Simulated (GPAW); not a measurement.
# CuAgO2 (Pmmm): the Cu K absorption edge, part 2 of 2

Aim: the dependence of the Cu K near-edge features of CuAgO2 (Pmmm) on volume.

GPAW 26.7.0; X-ray absorption from dipole matrix elements to empty bands, plane-wave PAW LDA.

So far. Step 6 (Spectrum with XCH, Cu atom 3): The scaled spectrum changes by 4 % r.m.s. The highest intensity below 24 eV goes from 16.8 eV (2.11) to 17.2 eV (2.12). Step 8 (Spectrum with XCH, Cu atom 3): Against the first run the r.m.s. difference is 8 %. The highest intensity below 24 eV goes from 16.8 eV (2.11) to 16.2 eV (2.08).

## (10) Spectrum with XCH, Cu atom 3

Changed against the first core-hole run: volume scale from 1 to 1.09.

The input, xas.py:

```python
import numpy as np
from ase import Atoms
from ase.parallel import parprint, paropen
from gpaw import GPAW, PW, FermiDirac, Mixer, MixerDif, setup_paths
from gpaw.test import gen
setup_paths.insert(0, '.')
gen('Cu', name='fch1s', xcname='LDA', corehole=(1, 0, 1), write_xml=True)
from gpaw.mpi import world
world.barrier()

atoms = Atoms('Ag4Cu4O8',
    cell=[[5.7970418, 0, 0],
     [0, 3.45163327, 5.56166828],
     [0, -3.45163327, 5.56166828]],
    scaled_positions=[[0, 0, 0],
     [0.5, 0.5, 0.5],
     [0.5, 0, 0],
     [0, 0.5, 0.5],
     [0.25, 0.5, 0],
     [0.75, 0, 0.5],
     [0.75, 0.5, 0],
     [0.25, 0, 0.5],
     [0.5, 0.11457511, 0.61457511],
     [0, 0.61457511, 0.11457511],
     [0.5, 0.61457511, 0.11457511],
     [0, 0.11457511, 0.61457511],
     [0.5, 0.88542489, 0.38542489],
     [0, 0.38542489, 0.88542489],
     [0.5, 0.38542489, 0.88542489],
     [0, 0.88542489, 0.38542489]],
    magmoms=[0.0, 0.0, 0.0, 0.0, 1.0, 1.0, -1.0, -1.0, 0.0, 0.0, 0.0, 0.0, 0.0, 0.0, 0.0, 0.0],
    pbc=True)
atoms.calc = calc = GPAW(legacy_gpaw=True, mode=PW(500), xc='LDA', setups={4: 'fch1s'},
    kpts={'size': (3, 3, 3), 'gamma': True}, occupations=FermiDirac(0.1),
    charge=-1, mixer=MixerDif(0.05, 8, 50), maxiter=150,
    convergence={'density': 0.0001}, txt='scf.txt')
energy = atoms.get_potential_energy() + calc.get_reference_energy()
ef = calc.get_fermi_level()
out = dict(energy=energy, fermi=ef, forces=atoms.get_forces().tolist(), magmoms=atoms.get_magnetic_moments().tolist())
parprint(f'all-electron energy {energy:.4f} eV, Fermi level {ef:.4f} eV')
ev = np.array([[calc.get_eigenvalues(k, s) for k in range(len(calc.get_ibz_k_points()))] for s in range(calc.get_number_of_spins())])
out['homo'], out['lumo'], out['counts'] = ev[ev < ef].max(), ev[ev > ef].min(), sorted(set((ev < ef).sum((0, 2)).tolist()))
out['filled'] = (ev[:, 0] < ef).sum(1).tolist()

from ase.units import Ha
from gpaw.xas import dipole_matrix_elements
nb = int(calc.get_number_of_electrons() / 2) + 135
top, nb = nb, nb + 8 + nb // 12
nscf = calc.fixed_density(kpts={'size': (3, 3, 3), 'gamma': True}, nbands=nb,
    convergence={'bands': top, 'eigenstates': 1e-5}, maxiter=60, txt='nscf.txt')
cell = atoms.cell.array
ops = [cell.T @ U.T @ np.linalg.inv(cell.T) for U in nscf.wfs.kd.symmetry.op_scc]
E = np.arange(-6, 34, 0.1)
fwhm = np.interp(E, [4, 25], [1.55, 3.5])
Y, X, zero, highest = 0, 0, 1e9, 1e9
for spin in range(nscf.get_number_of_spins()):
    wfs = nscf.wfs
    A = dipole_matrix_elements(wfs.setups[4])
    eps = np.zeros((wfs.kd.nibzkpts, nb))
    d = np.zeros((3, A.shape[1], wfs.kd.nibzkpts, nb), complex)
    for kpt in wfs.kpt_u:
        if kpt.s == spin and 4 in kpt.P_ani:
            eps[kpt.k] = kpt.eps_n * Ha
            d[:, :, kpt.k] = (kpt.weight * wfs.nspins / 2) ** 0.5 * np.inner(A, kpt.P_ani[4])
    world.sum(eps)
    world.sum(d)
    T = np.einsum('amkn,bmkn->abkn', d, d.conj()).real
    T = sum(np.einsum('ai,ijkn,bj->abkn', R, T, R) for R in ops) / len(ops)
    empty = eps > ef
    zero, highest = min(zero, eps[empty].min()), min(highest, eps[:, top - 1].min())
    lines = [(eps, T, empty)] if spin == 0 else lines + [(eps, T, empty)]
for eps, T, empty in lines:
    f = np.einsum('aakn->akn', T).reshape(3, -1)
    x = eps.ravel() - zero
    w = np.interp(x, E, fwhm) / 2.35482
    g = np.exp(-0.5 * ((E[:, None] - x) / w) ** 2) / (w * (2 * np.pi) ** 0.5)
    Y = Y + (f * empty.ravel()) @ g.T
    X = X + (f * ~empty.ravel()) @ g.T
out.update(E=E.round(2).tolist(), xas=Y.tolist(), xes=X.tolist(), zero=zero, valid=highest - zero, nk=len(eps), nb=nb)
for i in range(0, len(E), 10):
    parprint(f'{E[i]:7.2f}', *(f'{v:10.3e}' for v in Y[:, i]))
import json
with paropen('out.json', 'w') as f:
    json.dump(out, f)
```

On the command line:

```bash
$ OMP_NUM_THREADS=1 mpirun -n 2 gpaw python xas.py
```

Elapsed: 11 min, on 2 MPI ranks of Arm Neoverse V1, shared host; peak memory 0.96 GiB; 22 min of CPU time.

| E (eV) | first run | this run |
| --- | --- | --- |
| -2.0 | 0.00 | 0.00 |
| -1.0 | 0.00 | 0.00 |
| 0.0 | 0.02 | 0.02 |
| 1.0 | 0.02 | 0.02 |
| 2.0 | 0.05 | 0.04 |
| 3.0 | 0.26 | 0.22 |
| 4.0 | 0.70 | 0.63 |
| 5.0 | 0.71 | 0.70 |
| 6.0 | 0.37 | 0.36 |
| 7.0 | 0.21 | 0.25 |
| 8.0 | 0.32 | 0.43 |
| 9.0 | 0.62 | 0.81 |
| 10.0 | 1.13 | 1.30 |
| 11.0 | 1.53 | 1.48 |
| 12.0 | 1.42 | 1.39 |
| 13.0 | 1.34 | 1.48 |
| 14.0 | 1.48 | 1.69 |
| 15.0 | 1.67 | 1.94 |
| 16.0 | 1.98 | 2.07 |
| 17.0 | 2.10 | 1.85 |
| 18.0 | 1.85 | 1.47 |
| 19.0 | 1.50 | 1.21 |
| 20.0 | 1.24 | 1.10 |
| 21.0 | 1.15 | 1.17 |
| 22.0 | 1.24 | 1.31 |
| 23.0 | 1.38 | 1.34 |
| 24.0 | 1.39 | 1.23 |
| 25.0 | 1.29 | 1.11 |
| 26.0 | 1.17 | 1.06 |
| 27.0 | 1.10 | 1.08 |
| 28.0 | 1.11 | 1.10 |
| 29.0 | 1.15 | 1.09 |
| 30.0 | 1.15 | 1.09 |
| 31.0 | 1.15 | 1.09 |
| 32.0 | 1.15 | 1.05 |

The scaled spectrum changes by 12 % r.m.s. The highest intensity below 24 eV goes from 16.8 eV (2.11) to 16.0 eV (2.07).

The photon energy of the zero moves by -0.26 eV.

## (11) The volumes side by side

| volume | nearest distance (Å) | shift of the zero (eV) | maximum 1 (eV above own zero) | maximum 2 (eV above own zero) | maximum 3 (eV above own zero) |
| --- | --- | --- | --- | --- | --- |
| 0.97 | 1.856 | +0.10 | 11.4 | 17.2 | 24.0 |
| 1 | 1.875 | +0.00 | 11.2 | 16.8 | 23.6 |
| 1.06 | 1.912 | -0.18 | 11.0 | 16.2 | 23.0 |
| 1.09 | 1.930 | -0.26 | 11.0 | 16.0 | 22.6 |

The curves, each shifted by its zero's change so that they share one photon-energy axis, counted from the zero at V × 1:

| E (eV) | V × 0.97 | V × 1 | V × 1.06 | V × 1.09 |
| --- | --- | --- | --- | --- |
| -2.0 | 0.00 | 0.00 | 0.00 | 0.00 |
| -1.0 | 0.00 | 0.00 | 0.01 | 0.01 |
| 0.0 | 0.02 | 0.02 | 0.02 | 0.02 |
| 1.0 | 0.02 | 0.02 | 0.02 | 0.02 |
| 2.0 | 0.05 | 0.05 | 0.06 | 0.06 |
| 3.0 | 0.25 | 0.26 | 0.30 | 0.31 |
| 4.0 | 0.70 | 0.70 | 0.71 | 0.72 |
| 5.0 | 0.74 | 0.71 | 0.65 | 0.62 |
| 6.0 | 0.40 | 0.37 | 0.31 | 0.30 |
| 7.0 | 0.21 | 0.21 | 0.25 | 0.28 |
| 8.0 | 0.28 | 0.32 | 0.44 | 0.51 |
| 9.0 | 0.53 | 0.62 | 0.84 | 0.94 |
| 10.0 | 1.01 | 1.13 | 1.34 | 1.39 |
| 11.0 | 1.50 | 1.53 | 1.49 | 1.46 |
| 12.0 | 1.48 | 1.42 | 1.37 | 1.39 |
| 13.0 | 1.32 | 1.34 | 1.46 | 1.53 |
| 14.0 | 1.41 | 1.48 | 1.65 | 1.75 |
| 15.0 | 1.57 | 1.67 | 1.91 | 2.00 |
| 16.0 | 1.85 | 1.98 | 2.08 | 2.05 |
| 17.0 | 2.11 | 2.10 | 1.90 | 1.75 |
| 18.0 | 2.00 | 1.85 | 1.52 | 1.39 |
| 19.0 | 1.66 | 1.50 | 1.24 | 1.16 |
| 20.0 | 1.35 | 1.24 | 1.12 | 1.10 |
| 21.0 | 1.18 | 1.15 | 1.17 | 1.21 |
| 22.0 | 1.20 | 1.24 | 1.31 | 1.33 |
| 23.0 | 1.35 | 1.38 | 1.36 | 1.32 |
| 24.0 | 1.43 | 1.39 | 1.27 | 1.20 |
| 25.0 | 1.37 | 1.29 | 1.14 | 1.09 |
| 26.0 | 1.24 | 1.17 | 1.08 | 1.06 |
| 27.0 | 1.14 | 1.10 | 1.09 | 1.09 |
| 28.0 | 1.11 | 1.11 | 1.11 | 1.10 |
| 29.0 | 1.15 | 1.15 | 1.11 | 1.09 |
| 30.0 | 1.18 | 1.15 | 1.10 | 1.09 |
| 31.0 | 1.18 | 1.15 | 1.11 | 1.09 |
| 32.0 | 1.17 | 1.15 | 1.08 | 1.02 |

## (12) What came out

```json
{"absorber and edge": "Cu K, atom 3 of the ground-state input (counted from 1)", "surroundings": "4 O at 1.88 Å (square planar, site symmetry mmm)", "highest intensity below 24 eV": "16.8 eV above the zero, height 2.11", "photon energy of the zero (spin-polarised hole, raw)": "8960.8 eV (LDA puts this hole about 18 eV below PBE, itself good to a few eV)"}
```

From V × 0.97 to V × 1.09 the nearest distance grows by 0.074 Å and the zero moves by -0.36 eV. Above their own zero, the maxima move from 11.4 to 11.0 eV, from 17.2 to 16.0 eV and from 24.0 to 22.6 eV. The Cu K edge of atom 3, with 4 O at 1.88 Å (square planar, site symmetry mmm), has its highest intensity of the first 24 eV at 16.8 eV above the zero, near 8978 eV in photon energy (LDA puts this hole about 18 eV below PBE, itself good to a few eV), 2.1 times the mean level of the first 20 eV (Gaussian full width 1.55 eV up to 4 eV, rising linearly to 3.5 eV at 25 eV). At the Cu K edge of atom 3 polarisation matters most near 16.8 eV, where the curves differ by 4.0 on this scale. The strongest dipole feature below the main edge lies at 4.6 eV (height 0.79); the site has an inversion centre, so it comes from p states mixed with the neighbours' empty states, not from local p–d mixing. The hole lies in one spin channel, while the script sums the empty states of both and takes the lower zero; where the two channels are split, this blurs and shifts the curve. The script folds with a Gaussian, whereas the core hole's own line is a Lorentzian, so the onset is too steep and the first peak too high. The unit cell's mesh shows no gap over 0.35 eV. That is right for a metallic compound; for a small-gap or correlated insulator it would be the fault of the functional or of the assumed magnetic order, and the hole would be screened too well. The starting moments shrank to 0.00 μB or less, so this is hardly a magnetic state. The holes are only 5.6 Å apart, so the shape is probably not converged with cell size; no larger cell was run here. The mesh is coarse (0.37 Å⁻¹ between points), so small maxima may be mesh ripples. Lifetime broadening is put in by hand, and intensities beyond about 20 eV depend on it and on the partial waves. The structure is a computed Materials Project entry and may be a hypothetical form.

[Logs are printed without paths, hosts, clocks, repeated set-up lines and the standing remarks that a program may print on its own settings, such as how far it seeks lower states.]

[Hosts, paths, dates, database ids (printed as entryN), source tags and the programs' standing remarks are cut or masked in the printed files.]

[Lists of maxima count a maximum above −3 eV only where it reaches 4 % of the highest in the window and stands out from its surroundings by 2 % of it (1.5 % where it reaches 55 %); shoulders and weaker maxima are passed over, and of the rest the first, up to two pre-edge ones and the few strongest are named.]
